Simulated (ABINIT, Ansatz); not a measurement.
# Quasiparticle gap of Te (P3_121) in ABINIT

Wanted: ground state, empty states, screening and self-energy for Te (P3_121).

Method: PBE and many-body steps on it, plane waves, in ABINIT 10.8.3.

This is a report of a sequence of runs, with most program output left out.

## (1) The structure

It takes space group P3_121 (No. 152, trigonal). Conventional cell: a = 4.457 Å, b = 4.457 Å, c = 5.929 Å, α = 90.00°, β = 90.00°, γ = 120.00°. Nearest to Te lie 2 Te at 2.84 Å.

The cell and positions come from the Crystallography Open Database and are kept as given unless a step says otherwise. Spin-orbit coupling is left out unless a step names it.

## (2) Ground state

This step: ABINIT 10.8.3; DFT, PBE, plane waves, norm-conserving pseudopotentials.

The ground-state density comes first.

The input, run.abi:

```
acell 3*1.0 Angstrom
rprim 
  4.457199999972 0.000000000006 0.000000000000
  -2.228599999992 3.860048429721 0.000000000000
  0.000000000000 0.000000000000 5.929000000000
ntypat 1
znucl 52
natom 3
typat 1 1 1
xred 
  0.263300000000 0.000000000000 0.333333333333
  0.000000000000 0.263300000000 0.666666666667
  0.736700000000 0.736700000000 -0.000000000000
pp_dirpath "pseudos"
pseudos "Te.upf"
ecut 39
ngkpt 3 3 4
nshiftk 1
shiftk 0 0 0
kptopt 1
chksymbreak 0
nband 41
occopt 1
tolvrs 1e-08
nstep 60
prtwf 0
optforces 0
optstress 0
indata_prefix "in"
outdata_prefix "out"
tmpdata_prefix "tmp"
```

Run with:

```console
$ OMP_NUM_THREADS=1 mpirun -n 10 abinit run.abi > log
```

It took 16 s on 10 MPI ranks of Arm Neoverse V2, shared host; peak memory 0.94 GiB; 2.6 min of CPU time.

Numbers from this step:

- total energy: -22897.1955 eV
- gap: 0.1818 eV
- k of the valence top: 0.3333, 0.3333, 0.5
- k of the conduction bottom: 0.3333, 0.3333, 0.5
- least direct gap: 0.1818 eV

The gap is direct, at (0.333, 0.333, 0.500).

## (3) Bands along the symmetry lines

Levels along a band path, at the cheap level, show where the edges lie and whether the meshes to come will hold them.

The input, run.abi:

```
acell 3*1.0 Angstrom
rprim 
  4.457199999972 0.000000000006 0.000000000000
  -2.228599999992 3.860048429721 0.000000000000
  0.000000000000 0.000000000000 5.929000000000
ntypat 1
znucl 52
natom 3
typat 1 1 1
xred 
  0.263300000000 0.000000000000 0.333333333333
  0.000000000000 0.263300000000 0.666666666667
  0.736700000000 0.736700000000 -0.000000000000
pp_dirpath "pseudos"
pseudos "Te.upf"
ecut 39
iscf -2
irdden 1
kptopt 0
nkpt 39
kpt 
  0.00000000 0.00000000 0.00000000
  0.12500000 0.00000000 0.00000000
  0.25000000 0.00000000 0.00000000
  0.37500000 0.00000000 0.00000000
  0.50000000 0.00000000 0.00000000
  0.45833333 0.08333333 0.00000000
  0.41666666 0.16666666 0.00000000
  0.37500000 0.25000000 0.00000000
  0.33333333 0.33333333 0.00000000
  0.25000000 0.25000000 0.00000000
  0.16666666 0.16666666 0.00000000
  0.08333333 0.08333333 0.00000000
  0.00000000 0.00000000 0.00000000
  0.00000000 0.00000000 0.12500000
  0.00000000 0.00000000 0.25000000
  0.00000000 0.00000000 0.37500000
  0.00000000 0.00000000 0.50000000
  0.12500000 0.00000000 0.50000000
  0.25000000 0.00000000 0.50000000
  0.37500000 0.00000000 0.50000000
  0.50000000 0.00000000 0.50000000
  0.45833333 0.08333333 0.50000000
  0.41666666 0.16666666 0.50000000
  0.37500000 0.25000000 0.50000000
  0.33333333 0.33333333 0.50000000
  0.25000000 0.25000000 0.50000000
  0.16666666 0.16666666 0.50000000
  0.08333333 0.08333333 0.50000000
  0.00000000 0.00000000 0.50000000
  0.50000000 0.00000000 0.50000000
  0.50000000 0.00000000 0.37500000
  0.50000000 0.00000000 0.25000000
  0.50000000 0.00000000 0.12500000
  0.50000000 -0.00000000 0.00000000
  0.33333333 0.33333333 0.50000000
  0.33333333 0.33333333 0.37500000
  0.33333333 0.33333333 0.25000000
  0.33333333 0.33333333 0.12500000
  0.33333333 0.33333333 0.00000000
istwfk *1
nband 43
nbdbuf 2
tolwfr 1e-08
nstep 40
prtwf 0
prtvol 0
indata_prefix "in"
outdata_prefix "out"
tmpdata_prefix "tmp"
```

Run with:

```console
$ OMP_NUM_THREADS=1 mpirun -n 16 abinit run.abi > log
```

Run time: 21 s. Hardware: 16 MPI ranks; peak memory 1.3 GiB.

This step gave:

```yaml
gap: 0.1818 eV
k_of_the_valence_top: 0.3333, 0.3333, 0.5
k_of_the_conduction_bottom: 0.3333, 0.3333, 0.5
least_direct_gap: 0.1818 eV
```

The gap is 0.182 eV, as in the run before at this level.

The electronic bands at the labelled points (eV, zero at the top of the highest filled band):

| point | band 33 | band 34 | band 35 | band 36 | band 37 | band 38 | band 39 | band 40 |
| --- | --- | --- | --- | --- | --- | --- | --- | --- |
| Γ | -2.78 | -1.64 | -1.64 | -0.73 | 1.05 | 1.05 | 1.68 | 5.00 |
| halfway | -3.35 | -1.56 | -1.03 | -0.80 | 0.94 | 1.16 | 2.00 | 3.90 |
| M | -3.52 | -3.45 | -1.11 | -0.83 | 0.95 | 1.05 | 3.07 | 3.77 |
| halfway | -3.37 | -3.31 | -1.92 | -1.83 | 1.81 | 2.18 | 3.57 | 3.85 |
| K | -3.03 | -3.03 | -2.87 | -2.61 | 2.89 | 2.89 | 3.24 | 4.89 |
| halfway | -3.01 | -1.82 | -1.36 | -1.35 | 1.59 | 1.60 | 1.99 | 4.31 |
| Γ | -2.78 | -1.64 | -1.64 | -0.73 | 1.05 | 1.05 | 1.68 | 5.00 |
| halfway | -2.50 | -1.47 | -1.46 | -0.80 | 0.76 | 0.77 | 1.19 | 4.46 |
| A | -2.65 | -1.32 | -1.04 | -1.04 | 0.56 | 0.62 | 0.62 | 4.07 |
| halfway | -3.13 | -2.00 | -1.85 | -1.29 | 1.31 | 1.89 | 2.23 | 4.54 |
| L | -3.64 | -2.37 | -2.03 | -0.21 | 0.80 | 1.96 | 2.59 | 4.60 |
| halfway | -4.37 | -1.44 | -1.29 | -0.11 | 0.75 | 1.64 | 2.12 | 4.94 |
| H | -4.96 | -1.04 | 0.00 | 0.00 | 0.18 | 1.47 | 1.47 | 5.92 |
| halfway | -3.69 | -1.92 | -1.63 | -0.77 | 0.86 | 2.13 | 2.31 | 4.67 |
| A | -2.65 | -1.32 | -1.04 | -1.04 | 0.56 | 0.62 | 0.62 | 4.07 |
| jump to L | -3.64 | -2.37 | -2.03 | -0.21 | 0.80 | 1.96 | 2.59 | 4.60 |
| halfway | -3.55 | -2.07 | -1.71 | -1.39 | 1.22 | 1.96 | 2.69 | 3.84 |
| M | -3.52 | -3.45 | -1.11 | -0.83 | 0.95 | 1.05 | 3.07 | 3.77 |
| jump to H | -4.96 | -1.04 | 0.00 | 0.00 | 0.18 | 1.47 | 1.47 | 5.92 |
| halfway | -4.13 | -2.54 | -1.50 | -1.05 | 1.79 | 2.44 | 2.52 | 5.36 |
| K | -3.03 | -3.03 | -2.87 | -2.61 | 2.89 | 2.89 | 3.24 | 4.89 |

## (4) Empty states on the mesh, 3×3×2 mesh, 759 bands

The sums over transitions need many empty states on a uniform mesh; this step solves for them.

The input, run.abi:

```
acell 3*1.0 Angstrom
rprim 
  4.457199999972 0.000000000006 0.000000000000
  -2.228599999992 3.860048429721 0.000000000000
  0.000000000000 0.000000000000 5.929000000000
ntypat 1
znucl 52
natom 3
typat 1 1 1
xred 
  0.263300000000 0.000000000000 0.333333333333
  0.000000000000 0.263300000000 0.666666666667
  0.736700000000 0.736700000000 -0.000000000000
pp_dirpath "pseudos"
pseudos "Te.upf"
ecut 39
ngkpt 3 3 2
nshiftk 1
shiftk 0 0 0
kptopt 1
chksymbreak 0
iscf -2
irdden 1
istwfk *1
nband 759
nbdbuf 68
tolwfr 1e-09
nstep 60
prtvol 0
indata_prefix "in"
outdata_prefix "out"
tmpdata_prefix "tmp"
```

Run with:

```console
$ OMP_NUM_THREADS=2 mpirun -n 6 abinit run.abi > log
```

It took 7 min on 6 MPI ranks; peak memory 1.2 GiB; 67 min of CPU time.

Numbers from this step:

```yaml
gap: 0.1818 eV
k_of_the_valence_top: 0.3333, 0.3333, 0.5
k_of_the_conduction_bottom: 0.3333, 0.3333, 0.5
least_direct_gap: 0.1818 eV
k_points_computed: 6
lowest_point_of_the_top_converged_band_above_the_valence_top: 186.2630 eV
```

On this mesh the gap is 0.182 eV.

## (5) Screening, 3×3×2 mesh, 691 bands, screening to 272.1 eV

The RPA dielectric matrix is built and inverted for each q.

This step: RPA screening on PBE, plane waves, norm-conserving pseudopotentials.

Changes to run.abi since step 4:

```diff
@@ -21,10 +21,11 @@
 chksymbreak 0
-iscf -2
-irdden 1
 istwfk *1
-nband 759
-nbdbuf 68
-tolwfr 1e-09
-nstep 60
-prtvol 0
+occopt 1
+irdwfk 1
+optdriver 3
+nband 691
+ecuteps 10
+inclvkb 2
+awtr 1
+symchi 1
 indata_prefix "in"
```

Run with:

```console
$ OMP_NUM_THREADS=1 mpirun -n 16 abinit run.abi > log
```

Elapsed: 6.7 min, on 16 MPI ranks; peak memory 8.8 GiB.

This step gave:

| Quantity | Value |
| --- | --- |
| ε∞ with local fields, on this mesh, along the program's q direction | 1408 |
| the same without local fields | 1747 |
| plasma frequency | 31.20 eV |
| plane waves in the screening matrix | 1005 |

Local fields lower ε∞ by 19 %. The value itself is an artefact of the mesh, where one narrow direct gap carries too much weight.

## (6) Self-energy, 3×3×2 mesh, 691 bands, screening to 272.1 eV

The self-energy is evaluated for the states that the input lists, and the levels follow from it, in one-shot runs by the linearised quasiparticle equation.

This step: G0W0 on PBE, plane waves, norm-conserving pseudopotentials.

Changes to run.abi since step 5:

```diff
@@ -24,8 +24,17 @@
 irdwfk 1
-optdriver 3
+optdriver 4
 nband 691
+gwcalctyp 0
+ecutsigx 39
+symsigma 1
+nkptgw 2
+kptgw 
+  0.3333333333 0.3333333333 0.5000000000
+  0.0000000000 0.0000000000 0.0000000000
+bdgw 
+  35 39
+  34 38
 ecuteps 10
-inclvkb 2
-awtr 1
-symchi 1
+irdscr 1
+ppmodel 1
 indata_prefix "in"
```

Run time: 2.2 min. Hardware: 16 MPI ranks; peak memory 11 GiB.

Numbers from this step:

```
G0W0 gap on the points computed              : 0.4650 eV
starting gap on the mesh                     : 0.1818 eV
k of the valence top                         : 0.3333, 0.3333, 0.5
k of the conduction bottom                   : 0.3333, 0.3333, 0.5
Z at the valence top                         : 0.789
Z at the conduction bottom                   : 0.791
least direct G0W0 gap on the computed points : 0.4650 eV
```

The gap on the mesh goes from 0.18 eV to 0.46 eV, a correction of +0.28 eV.

Limits: finite bands, cutoff and mesh; model gap, bands may invert with spin-orbit coupling; no spin-orbit coupling; coarse k mesh. v1 is the top filled band, c1 the lowest empty one. The levels before and after the correction (eV, zero at the valence-band top of each column):

|  | conduction bottom | valence top |
| --- | --- | --- |
| Kohn-Sham | 0.18 | 0.00 |
| G0W0 | 0.47 | 0.00 |

|  | level | energy (eV) |
| --- | --- | --- |
| Kohn-Sham | (0.333 0.333 0.5) v2-v1 | 0.000 |
| Kohn-Sham | (0.333 0.333 0.5) c1 | 0.182 |
| Kohn-Sham | (0.333 0.333 0.5) c2-c3 | 1.466 |
| G0W0 | (0.333 0.333 0.5) v2-v1 | 0.000 |
| G0W0 | (0.333 0.333 0.5) c1 | 0.465 |
| G0W0 | (0.333 0.333 0.5) c2-c3 | 1.757 |

## (7) Where the time went

Times are wall times on the hardware named with each run, good to a factor of about two.

| step | time | share | memory (GiB) |
| --- | --- | --- | --- |
| ground state | 16 s | 2 % | 0.94 |
| bands along the symmetry lines | 21 s | 2 % | 1.3 |
| empty states on the mesh | 7 min | 42 % | 1.2 |
| screening | 6.7 min | 40 % | 8.8 |
| self-energy | 2.2 min | 14 % | 11 |

## (8) Summary of results

| Item | Value |
| --- | --- |
| PBE gap | 0.18 eV, direct |
| G0W0 gap on the mesh | 0.46 eV |
| GW settings | 3×3×2 mesh, 691 bands, screening to 272.1 eV, Godby-Needs plasmon pole |
| known limits | not at the basis limit; model gap, bands may invert with spin-orbit coupling; screening runs away on this mesh; no spin-orbit coupling; coarse k mesh |

**Reading.** G0W0 moves the gap on the mesh from 0.18 eV to 0.46 eV (+0.28 eV), with Z of 0.79 and 0.79 at the edges. Local fields lower the RPA ε∞ on this mesh from 1747.09 to 1408.38; a Γ-centred mesh this coarse tends to raise both, most where the direct gap is narrow, while a short band sum lowers them. Only 2 of the mesh's irreducible points were corrected, so a valley elsewhere could overtake. Bands and cutoff are finite, so the gap is not at the basis limit. The miss can reach some tenths of an eV and take either sign; the mesh is an error of its own. In the G0W0 run levels were corrected at 2 k points alone, so a gap called «on the mesh» is the least over those, and an edge elsewhere would be missed. The 3×3×2 mesh is coarse for this cell, which bears on the long-range parts of exchange and screening. With atoms this heavy and so narrow a gap, spin-orbit coupling can invert the bands. These scalar-relativistic gaps are then model values, not to be set against experiment, and a spin-orbit change taken from DFT can't simply be added. On this mesh the RPA ε∞ passes 90, more than nearly any semiconductor shows; a coarse mesh does this where one point with a narrow direct gap carries much weight. The screening is then too strong, and the G0W0 gap should not be taken as the material's.

[Paths, hosts, dates, memory and timing lines, banners, echoed tables and standing remarks are left out of the program output.]

[Logs are printed without paths, hosts, clocks, repeated set-up lines and the standing remarks that a program may print on its own settings, such as how far it seeks lower states.]

[Runs of the session that timed out or met a known fault of the program may be left out.]

[Hosts, paths, dates, database ids (printed as entryN), source tags and the programs' standing remarks are cut or masked in the printed files.]

[G0W0 gaps are taken among the corrected bands and points alone; a level outside them can change the order at an edge.]

[Where Ansatz stands beside ABINIT at settings called matched, ABINIT's density can come from a denser mesh and the files from another edition; pairs whose starting gaps differed by over 0.03 eV were left out, so agreement reads better than it is.]
